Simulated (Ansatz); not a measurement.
# Squeezing and shearing H2C4SCl2O2 (C2/c) (176 atoms), part 3 of 3

How stiff is H2C4SCl2O2 (C2/c) (176 atoms), and how do its levels respond to strain?

Ansatz 0.2.0; Kohn-Sham DFT, PBE+D3(BJ), PAW (set soft_2), plane waves.

The cell: 32 H, 64 C, 16 S, 32 Cl and 32 O. Only the Γ point is sampled.

So far. Step 10 (Stretched by 1 % along x): The relaxation converged after 3 steps, 0.140 eV below its start, with a largest force component of 0.028 eV/Å. Step 10 (Stretched by 1 % along x): Stretched by 1 % along x: the energy stands 0.0134 eV above that of the reference, at a pressure of -0.0716 GPa.

### 11. Compressed by 1 % along x

The relaxed cell is strained along x alone, which gives the stiffness along x and its coupling to y and z.

File input.yaml:

```yaml
crystal:
  lattice:
    - [15.24066, 0.00071, -0.11443]
    - [0.00049, 10.29553, 0.00085]
    - [-0.21486, 0.0014, 17.05812]
  atoms:
    [... the 176 atom lines of step 4 ...]
kpoints:
  mp_grid: { grid: [1, 1, 1] }
hamiltonian:
  xc: pbe
  dispersion: d3bj
scf:
  occupations: { method: fixed }
output:
  forces: true
  eigenvalues: true
  stress: true
relax:
  f_tol: 0.05
  max_steps: 70
```

Run with:

```bash
$ ansatz run input.yaml --threads 4 --pin off --max-ram 8192MiB --backend cpu --events-out ev --progress --plain --runs-dir out
```

Numbers of over 12 decimals in the logs are rounded to 6 here.

The program printed:

```text
[...]
Crystal: 176 atoms, lattice volume = 2676.348 Å³
Basis set: ecut = 420 eV, 52325 PW (Γ), exchange–correlation on 216×144×240 points (8 copies of the dense FFT grid, shifted against one another)
Bands: 576, of which v1, the nominal top of the filled ones, is band 400 counted from 1 (399 counted from 0)
Symmetry: 1 space group operations
[...]
k-points: 1
[...]
SCF iter   1: F=—  HF=-83668.822541 eV  |F-HF|=—  |Δ(HF+E_count)|=         —  Δρ=6.57e-3  dr2=1.30e0  ethr=1.77e-3  ⟨swp⟩=5.0  Hψ=2248  notcnv=0  defer=161
[...]
SCF iter   7: F=-83668.447502 eV  HF=-83668.447500 eV  |F-HF|=1.89e-6  |Δ(HF+E_count)|=   2.99e-5  Δρ=1.67e-5  dr2=8.36e-6  ethr=6.82e-9  ⟨swp⟩=15.0  Hψ=3623  notcnv=0
SCF 1 converged in 7 iterations: F = -83668.447502 eV  dr2 = 8.36e-6
[...]
relax step   1: F+E_penalty+E_count = -83668.44750176 eV  Δ(F+E_penalty+E_count) = +0.000e0 eV  max|allowed force component| = 2.961e-1 eV/Å  Δτ_max = 0.0000 Å  (7 SCF iters, dr2 threshold 6.25e-5 eV, accepted)
[...]
relax step   2: F+E_penalty+E_count = -83668.56687372 eV  Δ(F+E_penalty+E_count) = -1.194e-1 eV  max|allowed force component| = 1.322e-1 eV/Å  Δτ_max = 0.0172 Å  (6 SCF iters, dr2 threshold 5.48e-6 eV, accepted)
[...]
relax step   3: F+E_penalty+E_count = -83668.59412724 eV  Δ(F+E_penalty+E_count) = -2.725e-2 eV  max|allowed force component| = 2.828e-2 eV/Å  Δτ_max = 0.0113 Å  (8 SCF iters, accepted)
SCF converged after 8 iterations
Free energy (F): -83668.594127 eV
[...]
Internal energy: -83668.594127 eV  (E = F + TS)
E sigma→0 (E₀):  -83668.594127 eV
Fermi energy:    1.898933 eV
[...]
--- Forces (eV/Å), atoms counted from 1 ---
  atom   1  H      0.00845506    -0.01425188    -0.00547023
  atom   2  H     -0.00861414    -0.01399464     0.00564856
  atom   3  H      0.00821405    -0.01414467    -0.00602231
  atom   4  H     -0.00839056    -0.01412438     0.00532878
  atom   5  H     -0.00833984     0.01423315     0.00592678
  atom   6  H      0.00845750     0.01422633    -0.00557677
  atom   7  H     -0.00858519     0.01438597     0.00584787
  atom   8  H      0.00853339     0.01403787    -0.00552706
  atom   9  C      0.01141967     0.02469569    -0.00852893
  atom  10  C     -0.01179348     0.02464752     0.00789206
  atom  11  C      0.01148321     0.02465215    -0.00802251
  atom  12  C     -0.01161647     0.02465255     0.00865617
  atom  13  C     -0.01206594    -0.02477585     0.00869636
  atom  14  C      0.01161725    -0.02477329    -0.00810491
[...]
atom 175  O     -0.00861927     0.00527126    -0.01773299
  atom 176  O      0.00921436     0.00495464     0.01806031
  max |Σ_I F_I| component: 8.21e-5 eV/Å
--- Stress (GPa, compression-positive) ---
        0.188906       0.000033      -0.076678
        0.000033       0.046295      -0.000419
       -0.076679      -0.000419      -0.002009
  P = ⅓ Tr σ = 0.0777 GPa (0.777 kbar)
--- Band table (eV) ---
[...]
--- Relaxed structure (3 steps of the walk, 3 accepted, 0 SCFs on fresh bases) ---
  F+E_penalty+E_count = -83668.59412724 eV   max|allowed force component| = 2.828e-2 eV/Å
  atoms:
    - { symbol: H, position: [0.324015, 0.332817, 0.086261] }
    - { symbol: H, position: [0.176226, 0.332760, 0.163676] }
    - { symbol: H, position: [0.074025, 0.832766, 0.086298] }
    - { symbol: H, position: [0.426070, 0.832851, 0.163766] }
[...]
- { symbol: O, position: [0.957723, 0.764957, 0.811325] }
```

Run time: 2.7 min. Hardware: 4 threads of Arm Neoverse V2, shared host; peak memory 4 GiB.

The relaxation converged after 3 steps, 0.147 eV below its start, with a largest force component of 0.028 eV/Å.

Compressed by 1 % along x: the energy stands 0.0219 eV above that of the reference, at a pressure of 0.0777 GPa.

### 12. Sheared by 2 % in xy

A shear of the relaxed cell gives the modulus that volume changes can't reach.

input.yaml, the sections that differ from step 11:

```yaml
crystal:
  lattice:
    - [15.39462, 0.15466, -0.11443]
    - [0.10345, 10.29553, 0.00085]
    - [-0.21702, -0.00077, 17.05812]
  atoms:
    [... the 176 atom lines of step 4 ...]
# kpoints, hamiltonian, scf, output, relax: as in step 11
```

The program printed:

```text
[...]
Crystal: 176 atoms, lattice volume = 2703.111 Å³
Basis set: ecut = 420 eV, 52875 PW (Γ), exchange–correlation on 216×144×240 points (8 copies of the dense FFT grid, shifted against one another)
Bands: 576, of which v1, the nominal top of the filled ones, is band 400 counted from 1 (399 counted from 0)
Symmetry: 1 space group operations
[...]
k-points: 1
[...]
SCF iter   1: F=—  HF=-83668.665159 eV  |F-HF|=—  |Δ(HF+E_count)|=         —  Δρ=6.54e-3  dr2=1.31e0  ethr=1.77e-3  ⟨swp⟩=5.0  Hψ=2247  notcnv=0  defer=162
[...]
SCF iter   6: F=—  HF=-83668.300853 eV  |F-HF|=—  |Δ(HF+E_count)|=   2.78e-4  Δρ=4.45e-5  dr2=5.40e-5  ethr=5.38e-8  ⟨swp⟩=2.0  Hψ=704  notcnv=0  defer=174
SCF iter   7: F=-83668.300880 eV  HF=-83668.300881 eV  |F-HF|=8.12e-7  |Δ(HF+E_count)|=   2.76e-5  Δρ=1.92e-5  dr2=1.10e-5  ethr=6.75e-9  ⟨swp⟩=16.0  Hψ=4071  notcnv=0
SCF 1 converged in 7 iterations: F = -83668.300880 eV  dr2 = 1.10e-5
[...]
relax step   1: F+E_penalty+E_count = -83668.30088011 eV  Δ(F+E_penalty+E_count) = +0.000e0 eV  max|allowed force component| = 5.388e-1 eV/Å  Δτ_max = 0.0000 Å  (7 SCF iters, dr2 threshold 6.25e-5 eV, accepted)
[...]
relax step   2: F+E_penalty+E_count = -83668.53317772 eV  Δ(F+E_penalty+E_count) = -2.323e-1 eV  max|allowed force component| = 3.984e-1 eV/Å  Δτ_max = 0.0439 Å  (6 SCF iters, dr2 threshold 1.81e-5 eV, accepted)
[...]
relax step   3: F+E_penalty+E_count = -83668.57125490 eV  Δ(F+E_penalty+E_count) = -3.808e-2 eV  max|allowed force component| = 1.188e-1 eV/Å  Δτ_max = 0.0463 Å  (7 SCF iters, dr2 threshold 9.92e-6 eV, accepted)
[...]
relax step   4: F+E_penalty+E_count = -83668.58902123 eV  Δ(F+E_penalty+E_count) = -1.777e-2 eV  max|allowed force component| = 4.706e-2 eV/Å  Δτ_max = 0.0269 Å  (9 SCF iters, accepted)
SCF converged after 9 iterations
Free energy (F): -83668.589021 eV
[...]
Internal energy: -83668.589021 eV  (E = F + TS)
E sigma→0 (E₀):  -83668.589021 eV
Fermi energy:    1.810247 eV
[...]
Σ components = -83668.589021   (vs F -83668.589021, Δ=0.00e0)
--- Forces (eV/Å), atoms counted from 1 ---
  atom   1  H     -0.00736416     0.00073037    -0.00048153
  atom   2  H     -0.00564966    -0.00226657    -0.00000460
  atom   3  H     -0.00739006     0.00078013    -0.00049477
  atom   4  H     -0.00565607    -0.00230278    -0.00060907
[...]
atom 176  O      0.00305880     0.00151449    -0.01307398
  max |Σ_I F_I| component: 2.20e-5 eV/Å
--- Stress (GPa, compression-positive) ---
        0.045463      -0.162746      -0.012449
       -0.162746      -0.002511       0.071777
       -0.012449       0.071777      -0.032174
  P = ⅓ Tr σ = 0.0036 GPa (0.036 kbar)
--- Band table (eV) ---
[...]
--- Relaxed structure (4 steps of the walk, 4 accepted, 0 SCFs on fresh bases) ---
  F+E_penalty+E_count = -83668.58902123 eV   max|allowed force component| = 4.706e-2 eV/Å
  atoms:
    - { symbol: H, position: [0.322529, 0.331033, 0.085035] }
    - { symbol: H, position: [0.175605, 0.334592, 0.161786] }
    - { symbol: H, position: [0.072481, 0.831011, 0.085023] }
    - { symbol: H, position: [0.425475, 0.834625, 0.161862] }
[...]
- { symbol: O, position: [0.958282, 0.766899, 0.810877] }
```

Elapsed: 3.8 min, on 4 threads; peak memory 4 GiB.

The relaxation converged after 4 steps, 0.288 eV below its start, with a largest force component of 0.047 eV/Å.

Sheared by 2 % in xy: the energy stands 0.0270 eV above that of the reference, at a pressure of 0.00359 GPa.

### 13. Pressure against volume

Atoms are relaxed at each volume, in the scaled cell.

| volume change (%) | volume (Å³/atom) | energy change (meV/atom) | pressure (GPa) | largest move on relaxing (Å) | bonds | gap (eV) |
| --- | --- | --- | --- | --- | --- | --- |
| -10 | 13.824 | 6.58 | 1.64 | 0.10 | - | 2.07 |
| -6 | 14.439 | 2.06 | 0.77 | 0.07 | - | 2.13 |
| -3 | 14.899 | 0.46 | 0.32 | 0.03 | - | 2.17 |
| +0 | 15.360 | 0.00 | 0.00 | - | - | 2.20 |
| +3 | 15.821 | 0.38 | -0.26 | 0.03 | - | 2.24 |
| +6 | 16.282 | 1.43 | -0.44 | 0.06 | - | 2.27 |

### 14. Uniaxial strain and shear

Stress (GPa, compression positive) less that of the relaxed cell, atoms relaxed:

| strain | xx | yy | zz | xy | energy change (meV/atom) |
| --- | --- | --- | --- | --- | --- |
| stretched by 1 % along x | -0.139 | -0.049 | -0.012 | 0.000 | 0.08 |
| compressed by 1 % along x | 0.152 | 0.049 | 0.046 | 0.000 | 0.12 |
| sheared by 2 % in xy | 0.008 | 0.001 | 0.016 | -0.163 | 0.15 |

### 15. Outcome

The bulk modulus, from the slope of pressure against ln V over the three points nearest the relaxed volume, is 9.64 GPa; a quadratic over all points gives a pressure derivative of about 11. The gap goes from 2.07 eV at the smallest volume to 2.27 eV at the largest, +1.2 eV per unit of ln V by a straight line, on the run's k-points. In the Cartesian axes of the cell, finite differences give C11 = 14.5, C12 = 4.92, C13 = 2.95 and C66 = 8.13 GPa (the shear of 2 % is the engineering strain, εxy = 0.01).

**Limits.** Strains are finite and relaxations stop at the force tolerance of the input, which can leave moduli too stiff; they are those of a static cell at zero temperature. Volumes are changed with the cell's shape held, so in an anisotropic solid the modulus lies over the one under free hydrostatic load. The program notes that the SCF threshold of the relaxations is loose for the stress. Forces of over 1 eV/Å at the start, largest on C, show that the listed positions lie far from a minimum at this level.

The DFT runs together took 38 min of wall time.

[Logs are printed without paths, hosts, clocks, repeated set-up lines and the standing remarks that a program may print on its own settings, such as how far it seeks lower states.]

[Hosts, paths, dates, database ids (printed as entryN), source tags and the programs' standing remarks are cut or masked in the printed files.]
